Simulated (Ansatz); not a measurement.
# Ge wire along [111], 26 atoms a period, H-terminated: bands by functional and under strain

Wanted: the relaxed geometry and the bands of the Ge wire along [111], 26 atoms a period, H-terminated.

Main program and level: Ansatz 0.2.0; DFT PBE, plane waves, PAW; relaxation of a wire's period; PAW set soft_1, in the first sound run; inputs show where later runs differ.

## 1. Starting point

The cell holds 56 atoms: 26 Ge and 30 H. Its edges and angles: a = 17.493 Å, b = 16.796 Å, c = 9.977 Å, α = 90.0°, β = 90.0°, γ = 90.0°. Vacuum lies along a and b. The structure's axis is c.

## 2. Relaxation of atoms and period

Band widths follow the bond lengths, so the wire is relaxed first. The atoms and the third cell vector are free; the box across stays fixed as vacuum. A Fermi-Dirac smearing is set since the result may be a metal. The pressure printed is a third of the stress's trace over the whole box, vacuum included; only the stress along the axis is relaxed.

The input, input.yaml:

```yaml
crystal:
  lattice:
    - [17.493, 0.0, 0.0]
    - [0.0, 16.796, 0.0]
    - [0.0, 0.0, 9.9766126516]
  atoms:
    - { symbol: Ge, position: [0.267177423, 0.500002818, 0.0] }
    - { symbol: Ge, position: [0.383593563, 0.710009083, 0.0] }
    - { symbol: Ge, position: [0.500009703, 0.500002818, 0.0] }
    - { symbol: Ge, position: [0.616425842, 0.710009083, 0.0] }
    - { symbol: Ge, position: [0.267177423, 0.500002818, 0.25] }
    - { symbol: Ge, position: [0.383593563, 0.289996553, 0.25] }
    - { symbol: Ge, position: [0.383593563, 0.710009083, 0.25] }
    - { symbol: Ge, position: [0.500009703, 0.500002818, 0.25] }
    - { symbol: Ge, position: [0.616425842, 0.289996553, 0.25] }
    - { symbol: Ge, position: [0.616425842, 0.710009083, 0.25] }
    - { symbol: Ge, position: [0.732841982, 0.500002818, 0.25] }
    - { symbol: H, position: [0.19436346, 0.456219117, 0.302121899] }
    - { symbol: H, position: [0.267177423, 0.587570221, 0.302121899] }
    - { symbol: H, position: [0.310779599, 0.246212851, 0.302121899] }
    - { symbol: H, position: [0.310779599, 0.666225382, 0.302121899] }
    - { symbol: H, position: [0.383593563, 0.797576487, 0.302121899] }
    - { symbol: H, position: [0.456407527, 0.246212851, 0.302121899] }
    - { symbol: H, position: [0.543611878, 0.246212851, 0.302121899] }
    - { symbol: H, position: [0.616425842, 0.797576487, 0.302121899] }
    - { symbol: H, position: [0.689239806, 0.246212851, 0.302121899] }
    - { symbol: H, position: [0.689239806, 0.666225382, 0.302121899] }
    - { symbol: H, position: [0.732841982, 0.587570221, 0.302121899] }
    - { symbol: H, position: [0.805655945, 0.456219117, 0.302121899] }
    - { symbol: Ge, position: [0.383593563, 0.43000073, 0.333333333] }
    - { symbol: Ge, position: [0.500009703, 0.640006995, 0.333333333] }
    - { symbol: Ge, position: [0.616425842, 0.43000073, 0.333333333] }
    - { symbol: Ge, position: [0.383593563, 0.43000073, 0.583333333] }
    - { symbol: Ge, position: [0.500009703, 0.640006995, 0.583333333] }
    - { symbol: Ge, position: [0.616425842, 0.43000073, 0.583333333] }
    - { symbol: H, position: [0.310779599, 0.613788608, 0.614544767] }
    - { symbol: H, position: [0.500009703, 0.272431238, 0.614544767] }
    - { symbol: H, position: [0.689239806, 0.613788608, 0.614544767] }
    - { symbol: H, position: [0.310779599, 0.386217028, 0.635455233] }
    - { symbol: H, position: [0.500009703, 0.727574398, 0.635455233] }
    - { symbol: H, position: [0.689239806, 0.386217028, 0.635455233] }
    - { symbol: Ge, position: [0.383593563, 0.570004907, 0.666666667] }
    - { symbol: Ge, position: [0.500009703, 0.359998641, 0.666666667] }
    - { symbol: Ge, position: [0.616425842, 0.570004907, 0.666666667] }
    - { symbol: Ge, position: [0.383593563, 0.570004907, 0.916666667] }
    - { symbol: Ge, position: [0.500009703, 0.359998641, 0.916666667] }
    - { symbol: Ge, position: [0.616425842, 0.570004907, 0.916666667] }
    - { symbol: H, position: [0.19436346, 0.54378652, 0.947878101] }
    - { symbol: H, position: [0.267177423, 0.412435415, 0.947878101] }
    - { symbol: H, position: [0.310779599, 0.333780255, 0.947878101] }
    - { symbol: H, position: [0.310779599, 0.753792785, 0.947878101] }
    - { symbol: H, position: [0.383593563, 0.20242915, 0.947878101] }
    - { symbol: H, position: [0.456407527, 0.753792785, 0.947878101] }
    - { symbol: H, position: [0.543611878, 0.753792785, 0.947878101] }
    - { symbol: H, position: [0.616425842, 0.20242915, 0.947878101] }
    - { symbol: H, position: [0.689239806, 0.333780255, 0.947878101] }
    - { symbol: H, position: [0.689239806, 0.753792785, 0.947878101] }
    - { symbol: H, position: [0.732841982, 0.412435415, 0.947878101] }
    - { symbol: H, position: [0.805655945, 0.54378652, 0.947878101] }
    - { symbol: Ge, position: [0.383593563, 0.289996553, 0.0] }
    - { symbol: Ge, position: [0.616425842, 0.289996553, 0.0] }
    - { symbol: Ge, position: [0.732841982, 0.500002818, 0.0] }
kpoints:
  mp_grid: { grid: [1, 1, 9] }
scf:
  occupations: { method: fermi_dirac, width: 0.05 }
hamiltonian:
  xc: pbe
  pseudopotentials: { kind: paw, azcp: { folder: soft_1 } }
relax:
  cell: { fix: [a, b, alpha, beta, gamma] }
  max_steps: 45
  f_tol: 0.03
```

On the command line:

```
ansatz run input.yaml --threads 16 --pin off --max-ram 61440MiB --backend cuda --events-out ev --progress --plain --runs-dir out --max-vram 78GiB
```

Numbers of over 12 decimals in the logs are rounded to 6 here.

Log:

```text
Engine: ansatz 0.2.0, aarch64-unknown-linux-gnu
Pseudopotentials: kind: paw
Pseudopotential: Ge, paw, valence charge 14, recommended cutoff 420 eV (normal), soft_1/Ge.paw.azcp
Pseudopotential: H, paw, valence charge 1, recommended cutoff 420 eV (normal), soft_1/H.paw.azcp
Functional definition: PBE
  parameter kappa = 0.804
  parameter beta = 0.066725
  exchange = pbe_x(kappa = kappa, mu = beta*pi^2/3)
  correlation = pbe_c(beta = beta)
[...]
Crystal: 56 atoms, lattice volume = 2931.253 Å³
Basis set: ecut = 420 eV, 57331 PW (Γ), exchange–correlation on 240×240×144 points (8 copies of the dense FFT grid, shifted against one another)
Bands: 253, of which v1, the nominal top of the filled ones, is band 197 counted from 1 (196 counted from 0)
Symmetry: 4 space group operations
Space group: P2/m (ITA 10), of the structure as read, at distance tolerance 1.4e-4 Å
k-points: 5 of 9
Non-local potential: Ge, projectors of the file, l = 0: 2, l = 1: 2, l = 2: 3, l = 3: 1
Non-local potential: H, projectors of the file, l = 0: 2, l = 1: 1
PAW form: soft (Blöchl's): semilocal exchange-correlation on the pseudo side does not see the compensation charge
PAW one-centre angular grid: Ge, 590 points (default); XC on 64 Gauss nodes
PAW one-centre angular grid: H, 110 points (default); XC on 64 Gauss nodes
Initial density: superposition of atomic densities (neutral atoms: chi_scale 0, normalization atom)
Initial wavefunctions: pseudopotential atomic-orbital guess
[...]
Functional: x = pbe(κ = 0.804, μ = 0.219515), c = pbe(β = 0.066725)
SCF iter   1: F=—  HF=-112145.555787 eV  |F-HF|=—  |Δ(HF+E_count)|=         —  Δρ=3.18e-2  dr2=2.50e1  ethr=3.10e-3  ⟨swp⟩=6.6  Hψ=5104  notcnv=0  defer=65
preconditioner: auto → Resta (q_TF=auto, 1.953 Å⁻¹)  ε∞=1.7  [insulator: Δε(μ)=2.223 eV  Ē_g=9.548 eV  σ=0.050 eV  W_gap=1.00  n_scr=370 (ndim 8)  ℏωp=7.9 eV  f_vac=0.635  D(μ)=0.00/eV (n_scr^D=0)  ε∞_Penn≈1.7  vacuum switching on, ρ_ref=6.6e-3 e/Å³]
SCF iter   2: F=—  HF=-112139.811012 eV  |F-HF|=—  |Δ(HF+E_count)|=    5.74e0  Δρ=1.39e-2  dr2=5.55e0  ethr=3.10e-3  ⟨swp⟩=3.0  Hψ=1762  notcnv=0  defer=242
[...]
SCF iter  10: F=-112138.391892 eV  HF=-112138.391892 eV  |F-HF|=8.33e-8  |Δ(HF+E_count)|=   9.99e-7  Δρ=1.02e-6  dr2=3.63e-8  ethr=2.54e-11  ⟨swp⟩=4.6  Hψ=3593  notcnv=0
SCF 1 converged in 10 iterations: F = -112138.391892 eV  dr2 = 3.63e-8
  greatest PAW one-centre occupation: 0.998 electrons in one spin orbital (limit 2), on the Ge atom at site 54 (counted from 0), in its partial waves of l = 2
relax step   1: F+E_penalty+E_count = -112138.39189241 eV  Δ(F+E_penalty+E_count) = +0.000e0 eV  max|allowed force component| = 4.578e-1 eV/Å  Δτ_max = 0.0000 Å  P = -0.287 GPa  Ω = 2931.253 Å³  fix = [a, b, alpha, beta, gamma]  reactions: a -0.214, b -0.214 GPa; alpha -0.000 GPa/rad  (10 SCF iters, dr2 threshold 1.00e-7 eV, accepted)
[...]
Crystal: 56 atoms, lattice volume = 2926.607 Å³
Basis set: ecut = 420 eV, 57243 PW (Γ), exchange–correlation on 240×240×144 points (8 copies of the dense FFT grid, shifted against one another)
[...]
iter 1 solved again at ethr=3.78e-4 eV; its pass at ethr=3.10e-3 eV (dr2=1.49e0 eV) is discarded
SCF iter   1: F=—  HF=-112139.196666 eV  |F-HF|=—  |Δ(HF+E_count)|=         —  Δρ=9.86e-3  dr2=1.50e0  ethr=3.78e-4  ⟨swp⟩=5.2  Hψ=5746  notcnv=0
preconditioner: auto → Resta (q_TF=auto, 1.953 Å⁻¹)  ε∞=1.8  [insulator: Δε(μ)=2.060 eV  Ē_g=9.139 eV  σ=0.050 eV  W_gap=1.00  n_scr=370 (ndim 8)  ℏωp=7.9 eV  f_vac=0.670  D(μ)=0.00/eV (n_scr^D=0)  ε∞_Penn≈1.8  vacuum switching on, ρ_ref=6.1e-3 e/Å³]
SCF iter   2: F=—  HF=-112138.999241 eV  |F-HF|=—  |Δ(HF+E_count)|=   1.97e-1  Δρ=4.77e-3  dr2=3.50e-1  ethr=3.78e-4  ⟨swp⟩=4.4  Hψ=1963  notcnv=0
[...]
SCF iter   7: F=-112138.964120 eV  HF=-112138.964119 eV  |F-HF|=6.10e-7  |Δ(HF+E_count)|=   5.28e-7  Δρ=7.05e-6  dr2=2.35e-6  ethr=1.42e-9  ⟨swp⟩=5.0  Hψ=3721  notcnv=0
SCF 2 converged in 7 iterations: F = -112138.964120 eV  dr2 = 2.35e-6
  greatest PAW one-centre occupation: 0.998 electrons in one spin orbital (limit 2), on the Ge atom at site 5 (counted from 0), in its partial waves of l = 2
relax step   2: F+E_penalty+E_count = -112138.96412004 eV  Δ(F+E_penalty+E_count) = -5.722e-1 eV  max|allowed force component| = 4.952e-1 eV/Å  Δτ_max = 0.1948 Å  P = -0.065 GPa  Ω = 2926.607 Å³  energy of the carried Pulay correction = +6.467e-4 eV  fix = [a, b, alpha, beta, gamma]  reactions: a -0.032, b -0.032 GPa; alpha -0.000 GPa/rad  (7 SCF iters, dr2 threshold 5.60e-6 eV, accepted)
[...]
SCF 4 converged in 7 iterations: F = -112139.417564 eV  dr2 = 3.22e-7
[...]
relax step   5: F+E_penalty+E_count = -112139.47963269 eV  Δ(F+E_penalty+E_count) = -6.207e-2 eV  max|allowed force component| = 3.745e-2 eV/Å  Δτ_max = 0.0770 Å  P = -0.009 GPa  Ω = 2899.387 Å³  energy of the carried Pulay correction = +4.456e-3 eV  fix = [a, b, alpha, beta, gamma]  reactions: a -0.013, b -0.014 GPa; alpha -0.000 GPa/rad  (7 SCF iters, dr2 threshold 8.61e-7 eV, accepted)
[...]
SCF 7 converged in 9 iterations: F = -112139.503070 eV  dr2 = 3.47e-10
[...]
relax step   8: F+E_penalty+E_count = -112139.50398823 eV  Δ(F+E_penalty+E_count) = -9.182e-4 eV  max|allowed force component| = 2.026e-2 eV/Å  Δτ_max = 0.0045 Å  P = +0.005 GPa  Ω = 2902.027 Å³  energy of the carried Pulay correction = +4.085e-3 eV  fix = [a, b, alpha, beta, gamma]  reactions: a +0.005, b +0.004 GPa; alpha -0.000 GPa/rad  (6 SCF iters, dr2 threshold 7.37e-8 eV, accepted)
[...]
SCF converged after 5 iterations
[...]
cell:  # Å, volume = 2902.0269 Å³
    - [17.493, 0.0, 0.0]
    - [0.0, 16.796, 0]
    - [0.0, 0, 9.877141]
  atoms:
    - { symbol: Ge, position: [0.264490, 0.509635, 0.00209122] }
    - { symbol: Ge, position: [0.374237, 0.707615, 0.00209025] }
    - { symbol: Ge, position: [0.500010, 0.500001, -0.000124176] }
    - { symbol: Ge, position: [0.625783, 0.707615, 0.00209025] }
    - { symbol: Ge, position: [0.264490, 0.490371, 0.247909] }
    - { symbol: Ge, position: [0.374237, 0.292391, 0.247910] }
    - { symbol: Ge, position: [0.390259, 0.717251, 0.247907] }
    - { symbol: Ge, position: [0.500010, 0.500004, 0.250124] }
    - { symbol: Ge, position: [0.625783, 0.292391, 0.247910] }
    - { symbol: Ge, position: [0.609761, 0.717251, 0.247907] }
    - { symbol: Ge, position: [0.735530, 0.490371, 0.247909] }
    - { symbol: H, position: [0.198420, 0.433556, 0.287358] }
    - { symbol: H, position: [0.249089, 0.571002, 0.317670] }
    - { symbol: H, position: [0.293961, 0.261204, 0.287366] }
    - { symbol: H, position: [0.315516, 0.690823, 0.317678] }
    - { symbol: H, position: [0.404465, 0.805253, 0.287355] }
    - { symbol: H, position: [0.433587, 0.238189, 0.317671] }
    - { symbol: H, position: [0.566433, 0.238189, 0.317671] }
    - { symbol: H, position: [0.595554, 0.805253, 0.287355] }
    - { symbol: H, position: [0.706059, 0.261204, 0.287366] }
    - { symbol: H, position: [0.684504, 0.690823, 0.317678] }
    - { symbol: H, position: [0.750931, 0.571002, 0.317670] }
    - { symbol: H, position: [0.801599, 0.433556, 0.287358] }
    - { symbol: Ge, position: [0.383557, 0.429981, 0.331976] }
    - { symbol: Ge, position: [0.500010, 0.640051, 0.331976] }
    - { symbol: Ge, position: [0.616462, 0.429981, 0.331976] }
    - { symbol: Ge, position: [0.385653, 0.431240, 0.582208] }
    - { symbol: Ge, position: [0.500010, 0.637530, 0.582209] }
    - { symbol: Ge, position: [0.614366, 0.431240, 0.582208] }
    - { symbol: H, position: [0.313266, 0.612293, 0.614288] }
    - { symbol: H, position: [0.500010, 0.275422, 0.614287] }
    - { symbol: H, position: [0.686753, 0.612293, 0.614288] }
    - { symbol: H, position: [0.313266, 0.387713, 0.635712] }
    - { symbol: H, position: [0.500010, 0.724584, 0.635713] }
    - { symbol: H, position: [0.686753, 0.387713, 0.635712] }
    - { symbol: Ge, position: [0.385653, 0.568766, 0.667792] }
    - { symbol: Ge, position: [0.500010, 0.362476, 0.667791] }
    - { symbol: Ge, position: [0.614366, 0.568766, 0.667792] }
    - { symbol: Ge, position: [0.383557, 0.570024, 0.918024] }
    - { symbol: Ge, position: [0.500010, 0.359954, 0.918024] }
    - { symbol: Ge, position: [0.616462, 0.570024, 0.918024] }
    - { symbol: H, position: [0.198420, 0.566450, 0.962642] }
    - { symbol: H, position: [0.249089, 0.429004, 0.932330] }
    - { symbol: H, position: [0.315516, 0.309182, 0.932322] }
    - { symbol: H, position: [0.293961, 0.738801, 0.962634] }
    - { symbol: H, position: [0.404465, 0.194753, 0.962645] }
    - { symbol: H, position: [0.433587, 0.761816, 0.932329] }
    - { symbol: H, position: [0.566433, 0.761816, 0.932329] }
    - { symbol: H, position: [0.595554, 0.194753, 0.962645] }
    - { symbol: H, position: [0.684504, 0.309182, 0.932322] }
    - { symbol: H, position: [0.706059, 0.738801, 0.962634] }
    - { symbol: H, position: [0.750931, 0.429004, 0.932330] }
    - { symbol: H, position: [0.801599, 0.566450, 0.962642] }
    - { symbol: Ge, position: [0.390259, 0.282754, 0.00209288] }
    - { symbol: Ge, position: [0.609761, 0.282754, 0.00209288] }
    - { symbol: Ge, position: [0.735530, 0.509635, 0.00209122] }
```

Elapsed: 11 s, on 1 × NVIDIA GB200 with 16 threads of Arm Neoverse V2, shared host; peak memory 1.7 GiB; 45 s of CPU time.

The steps of the relaxation:

| step | energy less that of the first step (eV) | largest force component (eV/Å) | pressure (GPa) | volume (Å³) |
| --- | --- | --- | --- | --- |
| 1 | 0.0000 | 0.4578 | -0.29 | 2931.25 |
| 2 | -0.5722 | 0.4952 | -0.07 | 2926.61 |
| 3 | -0.8808 | 0.1361 | -0.10 | 2911.59 |
| 4 | -1.0257 | 0.1174 | -0.05 | 2896.47 |
| 5 | -1.0877 | 0.0374 | -0.01 | 2899.39 |
| 6 | -1.1087 | 0.0115 | 0.01 | 2902.19 |
| 7 | -1.1112 | 0.0343 | -0.02 | 2903.12 |
| 8 | -1.1121 | 0.0203 | 0.01 | 2902.03 |
| 9 | -1.1080 | 0.0203 | 0.01 | 2902.03 |

Forces are held to the 4 operations that the run works with; a distortion that breaks them can't arise in this run.

```csv
cell as run,before,after,change
c (Å),9.977,9.877,-1.0 %
```

The atoms that moved most (Å, along periodic axes as changes of fractional coordinates times the final cell, across vacuum about the mean position):

```
atom      dx      dy      dz  length
 H44   0.083  -0.413  -0.154   0.449
 H50  -0.083  -0.413  -0.154   0.449
 H15   0.083   0.413   0.154   0.449
 H21  -0.083   0.413   0.154   0.449
 H52   0.316   0.278  -0.154   0.448
 H43  -0.316   0.278  -0.154   0.448
 H22   0.316  -0.278   0.154   0.448
 H13  -0.316  -0.278   0.154   0.448
```

This step gave:

| Item | Value |
| --- | --- |
| cell length along the wire | 9.877 Å |

The cell's length comes to 9.877 Å with spin left out.

(Part 1 of 3 ends here.)

[Logs are printed without paths, hosts, clocks, repeated set-up lines and the standing remarks that a program may print on its own settings, such as how far it seeks lower states.]

[Hosts, paths, dates, database ids (printed as entryN), source tags and the programs' standing remarks are cut or masked in the printed files.]
